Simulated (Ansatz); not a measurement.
# ZnS (F-43m): zone-centre modes under pressure, part 3 of 3

Aim: how do the optical modes of ZnS (F-43m) move with volume?

Ansatz 0.2.0; DFT LDA, scalar-relativistic, plane waves, PAW; PAW set soft_1.

So far, mean static dielectric tensor (ions relaxed, fixed cell): step 4 (zone-centre response at rest) 8.80.

The database entry behind the starting cell differs from later determinations by our own check (about 0.1 % short), so it need not match the best structure at ambient conditions.

### Step 6. Zone-centre modes of the member: 1.06 times the volume at rest

The zone-centre modes follow for 1.06 times the volume at rest, with the response to a field.

input.yaml reads:

```yaml
crystal:
  lattice:
    - [0.0, 2.7002995245, 2.7002995245]
    - [2.7002995245, 0.0, 2.7002995245]
    - [2.7002995245, 2.7002995245, 0.0]
  atoms:
    - { symbol: S, position: [0.0, 0.0, 0.0] }
    - { symbol: Zn, position: [0.75, 0.75, 0.75] }
kpoints:
  mp_grid: { grid: [12, 12, 12] }
hamiltonian:
  xc: lda
  pseudopotentials: { kind: paw, azcp: { folder: soft_1 }, xc_functional: pbe }
scf:
  occupations: { method: fixed }
output:
  eigenvalues: true
phonons:
  method: dfpt
  dielectric: true
  rigid_motions: translations
```

Run with:

```sh
> ansatz run input.yaml --threads 4 --pin off --max-ram 10240MiB --backend cpu --events-out ev --progress --plain --runs-dir out
```

Numbers of over 12 decimals in the logs are rounded to 6 here.

The program printed:

```text
[...]
Crystal: 2 atoms, lattice volume = 39.379 Å³
Basis set: ecut = 420 eV, 749 PW (Γ), exchange–correlation on 54×54×54 points (8 copies of the dense FFT grid, shifted against one another)
Bands: 13, of which v1, the nominal top of the filled ones, is band 9 counted from 1 (8 counted from 0)
Symmetry: 24 space group operations
k-points: 280 of 1728 (irreducible under 4 space group operations, time reversal used)
[...]
SCF iter   1: F=—  HF=-4117.511649 eV  |F-HF|=—  |Δ(HF+E_count)|=         —  Δρ=3.81e-2  dr2=3.36e-1  ethr=3.10e-3  ⟨swp⟩=5.1  Hψ=21738  notcnv=0  defer=528
[...]
SCF iter   9: F=-4117.410118 eV  HF=-4117.410118 eV  |F-HF|=7.73e-11  |Δ(HF+E_count)|=  2.09e-11  Δρ=4.01e-7  dr2=2.55e-11  ethr=1.00e-12  ⟨swp⟩=9.0  Hψ=26733  notcnv=0
SCF 1 converged in 9 iterations: F = -4117.410118 eV  dr2 = 2.55e-11
[...]
Bands: 10, of which v1, the nominal top of the filled ones, is band 9 counted from 1 (8 counted from 0)
k-points: 182 of 1728 (irreducible under 6 space group operations, time reversal used)
[...]
Eigensolver: Dense (182 Hₖ)
SCF iter   1: F=—  HF=-4117.410346 eV  |F-HF|=—  |Δ(HF+E_count)|=         —  Δρ=2.19e-4  dr2=4.60e-6  ethr=1.00e-1
[...]
SCF iter   4: F=-4117.410345 eV  HF=-4117.410345 eV  |F-HF|=3.31e-9  |Δ(HF+E_count)|=   3.06e-6  Δρ=6.88e-6  dr2=8.65e-9  ethr=2.56e-8
SCF 1 converged in 4 iterations: F = -4117.410345 eV  dr2 = 8.65e-9
[...]
SCF converged after 9 iterations
Free energy (F): -4117.410118 eV
[...]
Internal energy: -4117.410118 eV  (E = F + TS)
E sigma→0 (E₀):  -4117.410118 eV
Fermi energy:    5.514854 eV
[...]
--- Band table (eV; the first three rows and the last of 280) ---
  k-point 0: bands = [... 5 lower, -0.4932, 5.5149, 5.5149, 5.5149, 7.3759, 11.7325, 11.7325, 11.7325]
  k-point 1: bands = [... 5 lower, -0.4942, 4.8890, 5.4445, 5.4445, 7.8738, 11.6490, 11.8550, 11.8550]
  k-point 2: bands = [... 5 lower, -0.4953, 3.7662, 5.2633, 5.2633, 8.5249, 11.6915, 12.1361, 12.1361]
  k-point 279: bands = [... 5 lower, -0.0818, 0.8241, 2.7028, 2.7352, 11.0336, 11.4081, 13.1739, 13.5044]
[...]
ASR residual: 2.896e-4 → 0.000e0 eV/Å²; symmetrization residual: 4.878e-6 eV/Å²
  ASR residual per site (eV/Å²): 1.49e-6 2.90e-4
  Γ frequencies (cm⁻¹): 0.00 0.00 0.00 262.16 262.16 262.16
  ε∞ (high-frequency dielectric tensor):
        6.217268    -0.000000     0.000000
       -0.000000     6.217268     0.000000
        0.000000     0.000000     6.217268
  ε⁰ (static dielectric tensor: ions relaxed, cell fixed):
        9.527593    -0.000000     0.000000
       -0.000000     9.527593    -0.000000
        0.000000    -0.000000     9.527593
  ε⁰ − ε∞ (ionic part):
        3.310325    -0.000000     0.000000
       -0.000000     3.310325    -0.000000
        0.000000    -0.000000     3.310325
[...]
Born effective charges Z* (e; rows j = field, columns β = displacement):
    site 0:
        -1.97909    0.00000   -0.00000
        -0.00000   -1.97909   -0.00000
        -0.00000   -0.00000   -1.97909
    site 1:
         1.97909   -0.00000    0.00000
         0.00000    1.97909    0.00000
         0.00000    0.00000    1.97909
  Z* charge neutrality: 2.529e-4 e pre-enforcement
  solved inside a basis spanned on kpoints, on 12×12×12 k-points, its susceptibility summed on 16×16×16: ε∞ is read to err by 1.6e-2, Z* by 1.3e-2 e (field_mesh: kpoints solves on kpoints); Z* is corrected for what the basis lacks
  optical modes at Γ without the LO–TO term, one row a degenerate level:
      ω (cm⁻¹)  modes    IR ((D/Å)²/amu)
        262.16      3            12.6021
  optical modes at Γ + LO–TO along q̂ = [1.0000, 0.0000, 0.0000]:
      ω (cm⁻¹)  modes    IR ((D/Å)²/amu)
        262.16      2             8.4014
        324.54      1             4.2007
  optical modes at Γ + LO–TO along q̂ = [0.0000, 1.0000, 0.0000]:
      ω (cm⁻¹)  modes    IR ((D/Å)²/amu)
        262.16      2             8.4014
        324.54      1             4.2007
  optical modes at Γ + LO–TO along q̂ = [0.0000, 0.0000, 1.0000]:
      ω (cm⁻¹)  modes    IR ((D/Å)²/amu)
        262.16      2             8.4014
        324.54      1             4.2007
```

It took 25 s on 4 threads of Intel Xeon at 2.80GHz (Skylake/Cascade Lake), shared host; peak memory 0.86 GiB; 90 s of CPU time.

Numbers from this step:

```
sum-rule residual before enforcement                    : 2.90e-4 eV/Å²
miss of the charge sum rule                             : 2.53e-4 e
estimated error of the Born charges                     : 0.01262 e
highest optical mode at the zone centre (no LO-TO term) : 262.2 cm⁻¹
lowest optical zone-centre mode                         : 262.2 cm⁻¹
mean high-frequency dielectric constant                 : 6.217
largest Born charge (third of the trace)                : -1.979 e
mean static dielectric constant                         : 9.528
top of the zone-centre spectrum with the field          : 324.5 cm⁻¹
```

Without the LO-TO term. Patterns of degenerate modes are one choice out of their space. The modes at Γ (shares of kinetic energy by element, %):

| mode | frequency (cm⁻¹) | symmetry | S % | Zn % |
| --- | --- | --- | --- | --- |
| 1 | 0.0 | acoustic | 33 | 67 |
| 2 | 0.0 | acoustic | 33 | 67 |
| 3 | 0.0 | acoustic | 33 | 67 |
| 4 | 262.2 | T2 | 67 | 33 |
| 5 | 262.2 | T2 | 67 | 33 |
| 6 | 262.2 | T2 | 67 | 33 |

Transverse modes. Lines of the infrared spectrum (strongest = 100):

| position (cm⁻¹) | label | relative intensity |
| --- | --- | --- |
| 262 | T2 | 100 |

The optical mode without the LO-TO term lies at 262.2 cm⁻¹.

Between step 4 and this run (volume ratio 1.06) the value for the mean static dielectric tensor (ions relaxed, fixed cell) moves from 8.80 to 9.53 (+8 %).

### Step 7. Ground state of a member: 0.9 times the volume at rest

The cell is set to 0.9 times the volume at rest; symmetry leaves nothing else free, so this is a single point.

input.yaml, the sections that differ from step 6:

```yaml
crystal:
  lattice:
    - [0.0, 2.5569612983, 2.5569612983]
    - [2.5569612983, 0.0, 2.5569612983]
    - [2.5569612983, 2.5569612983, 0.0]
  atoms:
    - { symbol: S, position: [0.0, 0.0, 0.0] }
    - { symbol: Zn, position: [0.75, 0.75, 0.75] }
output:
  forces: true
  stress: true
  eigenvalues: true
# kpoints, hamiltonian, scf: as in step 6
# phonons: removed
```

The program printed:

```text
[...]
Crystal: 2 atoms, lattice volume = 33.435 Å³
Basis set: ecut = 420 eV, 645 PW (Γ)
Bands: 13, of which v1, the nominal top of the filled ones, is band 9 counted from 1 (8 counted from 0)
Symmetry: 24 space group operations
[...]
k-points: 72 of 1728 (time reversal used)
[...]
--- Band table (eV; the first three rows and the last of 72) ---
  k-point 0: bands = [... 5 lower, 1.2415, 7.8519, 7.8519, 7.8519, 10.4564, 13.8895, 13.8895, 13.8895]
  k-point 1: bands = [... 5 lower, 1.2398, 7.1846, 7.7571, 7.7571, 10.9264, 13.8702, 14.0419, 14.0419]
  k-point 2: bands = [... 5 lower, 1.2377, 5.8971, 7.5166, 7.5166, 11.4787, 14.1408, 14.3837, 14.3837]
  k-point 71: bands = [... 5 lower, 1.8517, 2.3192, 4.1380, 4.3869, 13.3072, 14.4339, 15.7316, 15.8221]
[key lines of the parts left out:]
SCF converged after 7 iterations
Free energy (F): -4117.321504 eV
Fermi energy:    7.851943 eV
P = ⅓ Tr σ = 11.5057 GPa (115.057 kbar)
```

The job ended after 0.91 s (4 threads; peak memory 0.4 GiB; 2.8 s of CPU time).

Numbers from this step:

```
pressure          : 11.51 GPa
gap on the k-mesh : 2.604 eV
volume per atom   : 16.72 Å³
```

The forces vanish by symmetry, at a pressure of 11.51 GPa.

### Step 8. Modes of this member: 0.9 times the volume at rest

The zone-centre modes follow for 0.9 times the volume at rest, with the response to a field.

Edit input.yaml of step 7 so:

```diff
@@ -16,4 +16,6 @@
 output:
-  forces: true
-  stress: true
   eigenvalues: true
+phonons:
+  method: dfpt
+  dielectric: true
+  rigid_motions: translations
```

The program printed:

```text
[...]
Crystal: 2 atoms, lattice volume = 33.435 Å³
Basis set: ecut = 420 eV, 645 PW (Γ), exchange–correlation on 50×50×50 points (8 copies of the dense FFT grid, shifted against one another)
Bands: 13, of which v1, the nominal top of the filled ones, is band 9 counted from 1 (8 counted from 0)
Symmetry: 24 space group operations
k-points: 280 of 1728 (irreducible under 4 space group operations, time reversal used)
[...]
optical modes at Γ + LO–TO along q̂ = [1.0000, 0.0000, 0.0000]:
      ω (cm⁻¹)  modes    IR ((D/Å)²/amu)
[...]
optical modes at Γ + LO–TO along q̂ = [0.0000, 1.0000, 0.0000]:
      ω (cm⁻¹)  modes    IR ((D/Å)²/amu)
        346.33      2             6.5307
        391.84      1             3.2654
  optical modes at Γ + LO–TO along q̂ = [0.0000, 0.0000, 1.0000]:
      ω (cm⁻¹)  modes    IR ((D/Å)²/amu)
        346.33      2             6.5307
        391.84      1             3.2654
[key lines of the parts left out:]
SCF converged after 9 iterations
Free energy (F): -4117.321504 eV
Fermi energy:    7.852038 eV
```

Elapsed: 23 s, on 4 threads; peak memory 0.82 GiB.

Numbers from this step:

```
sum-rule residual before enforcement                    : 1.69e-4 eV/Å²
miss of the charge sum rule                             : 3.93e-7 e
estimated error of the dielectric tensor                : 0.01619
estimated error of the Born charges                     : 0.01247 e
highest optical mode at the zone centre (no LO-TO term) : 346.3 cm⁻¹
lowest optical zone-centre mode                         : 346.3 cm⁻¹
mean high-frequency dielectric constant                 : 6.201
largest Born charge (third of the trace)                : -1.745 e
mean static dielectric constant                         : 7.937
top of the zone-centre spectrum with the field          : 391.8 cm⁻¹
```

Without the LO-TO term. Patterns of degenerate modes are one choice out of their space. Modes at Γ, with each element's share of the kinetic energy:

```
mode  frequency (cm⁻¹)  symmetry  S %  Zn %
   1               0.0  acoustic   33    67
   2               0.0  acoustic   33    67
   3               0.0  acoustic   33    67
   4             346.3        T2   67    33
   5             346.3        T2   67    33
   6             346.3        T2   67    33
```

Transverse modes. Infrared lines, with heights relative to the strongest:

| position (cm⁻¹) | label | relative intensity |
| --- | --- | --- |
| 346 | T2 | 100 |

The optical mode without the LO-TO term lies at 346.3 cm⁻¹.

Between step 4 and this run (volume ratio 0.9) the value for the mean static dielectric tensor (ions relaxed, fixed cell) moves from 8.80 to 7.94 (-10 %).

### Step 9. The series together

The members are set side by side, also those not shown above.

Each row is one cell with its response, relaxed at fixed volume as far as symmetry leaves anything free; energies are extrapolated to zero smearing, and E0 is that at rest; shape and atoms are relaxed in each cell where symmetry leaves them free. State of the crystal along the series:

```
volume ratio  V (Å³/atom)  pressure (GPa)  E - E0 (meV/atom)  gap on mesh (eV)     ε∞     ε0  largest Born charge in size, a third of the trace (e)  top mode with the field, highest of q along x, y and z (cm⁻¹)
         0.9        16.72           11.51              60.57             2.604  6.201  7.937                                                  1.745                                                          391.8
        0.92        17.09            8.67              37.24             2.502  6.185  8.078                                                  1.778                                                            382
        0.94        17.46           6.132              20.14             2.402  6.175  8.234                                                  1.809                                                          372.7
        0.96        17.83           3.859              8.608             2.305   6.17  8.406                                                   1.84                                                          363.7
        0.98         18.2           1.821              2.063             2.211   6.17  8.594                                                  1.869                                                          355.2
        0.99        18.39          0.8825              0.502             2.165  6.172  8.695                                                  1.884                                                          351.1
           1        18.57       -0.005862                  0             2.119  6.175    8.8                                                  1.898                                                          347.1
        1.02        18.95          -1.644              1.949             2.031  6.184  9.023                                                  1.926                                                          339.2
        1.04        19.32          -3.113              7.487             1.945  6.199  9.265                                                  1.953                                                          331.7
        1.06        19.69           -4.43              16.27             1.861  6.217  9.528                                                  1.979                                                          324.5
```

Without the LO-TO term; each mode is tracked from rest by its pattern, and modes that stay within 0.3 cm⁻¹ of each other stand once; shape and atoms are relaxed in each cell where symmetry leaves them free. Optical modes along the series:

```
V (Å³/atom)  mode 4 T2 (cm⁻¹)
      16.72             346.3
      17.09             334.3
      17.46             322.7
      17.83             311.6
       18.2               301
      18.39             295.8
      18.57             290.7
      18.95             280.9
      19.32             271.3
      19.69             262.2
```

From cubic fits (parabolas where under five rows exist) of ln ω and P against ln V through the rows within about 4 % of rest: γ = −d ln ω / d ln V and dω/dP = γ ω / B. Slopes at rest:

```
             mode  fitted frequency at rest (cm⁻¹)  Grüneisen parameter γ  dω/dP (cm⁻¹/GPa)
        mode 4 T2                            290.7                   1.73              5.82
longitudinal mode                            347.1                   1.15              4.62
```

### Step 10. Summary of results

```json
{
  "members": "10",
  "highest optical mode at the zone centre (no LO-TO term), at rest": "290.7 cm⁻¹",
  "bulk modulus at rest": "86.4 GPa",
  "mode 4 T2, γ": "1.73",
  "longitudinal mode, γ": "1.15"
}
```

**Reading.** The series spans -4.4 to 11.5 GPa, and the slope at rest gives a bulk modulus of 86 GPa. The transverse optical mode has γ = 1.73 and moves by 5.8 cm⁻¹ for each GPa, the longitudinal one has γ = 1.15 and moves by 4.6. ε∞ is 6.18 at rest, with d ln ε∞ / d ln V = 0.06. One k mesh and one cutoff serve the ground states and modes of all volumes; the field response picks its own mesh. These are harmonic frequencies at zero temperature: anharmonic shifts, linewidths and thermal expansion are left out. The PAW files were made for PBE; the program adapts parts of them to the functional of the run, but their partial waves stay those of PBE, an approximation that was not tested in this session. Only the zone centre was solved, so an instability at another wavevector cannot show here.

[Logs are printed without paths, hosts, clocks, repeated set-up lines and the standing remarks that a program may print on its own settings, such as how far it seeks lower states.]

[Hosts, paths, dates, database ids (printed as entryN), source tags and the programs' standing remarks are cut or masked in the printed files.]
